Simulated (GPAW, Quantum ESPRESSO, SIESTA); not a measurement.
# Out-of-plane response of tetragonal HfO2 under biaxial strain, QE, PBE

Calculated with Quantum ESPRESSO 7.5: PBE; plane waves, GBRV 1.5 ultrasoft, 50/300 Ry; k-mesh 6×6×4. The first two cell vectors are strained alike from typed lattice constants; the third vector's length and the atoms are relaxed. The typed cell isn't stress-free: at zero strain the reference's in-plane stress is 0.8 GPa, compression positive.

| in-plane strain (%) | 100 ln(c/c at zero strain) |
| --- | --- |
| -4 | 2.295 |
| -3 | ? |
| -2 | 0.99 |
| -1 | 0.461 |
| 0 | 0 |
| +1 | -0.401 |
| +2 | -0.761 |
| +3 | -1.082 |
| +4 | -1.322 |

The structure was built from a prototype and need not be the compound's stable phase.

Task: Fit a second-order form in the logarithmic strain to the rows given and interpolate to the withheld row.

Worked fit:

With u = ln[(1 + ε)/(1 + ε0)], counted from the row at ε0 = +0 % where y0 = 0, a second-order form y = y0 + a u + b u² makes v = (y − y0)/u a line in u.

```
         u         v
-0.0408220  -56.2197
-0.0202027  -49.0033
-0.0100503  -45.8691
0.00995033  -40.3002
 0.0198026  -38.4292
 0.0295588  -36.6050
 0.0392207  -33.7067
```

With n = 7: mean u = 0.00392249, mean v = -42.8762, Σ(u − ū)² = 0.0049710, Σ(u − ū)(v − v̄) = 1.3573. Slope b = 1.3573 / 0.0049710 = 273.04; intercept a = v̄ − b ū = -43.947.

At the withheld row u = -0.03046, v = a + b u = -52.26, and y = y0 + u v.

Prediction at -3: 1.592. The run gave 1.599, so the fit is low by 0.0071 (0.44 % of the value).

The first-order term says that the third edge changes by -0.44 % for each per cent of in-plane stretch at ε0. The second-order term makes up 16 % of v at the withheld row. Among the rows given, the largest miss of the fit is at -4, by 0.046 (1.3 % of the range of the table).

Limits: The nuclei are static. The DFT runs use Fermi–Dirac occupations of width 0.01 eV, and energies are free energies. Tetragonal HfO2 is a high-temperature form.

[Logs are printed without paths, hosts, clocks, repeated set-up lines and the standing remarks that a program may print on its own settings, such as how far it seeks lower states.]

[Hosts, paths, dates, database ids (printed as entryN), source tags and the programs' standing remarks are cut or masked in the printed files.]
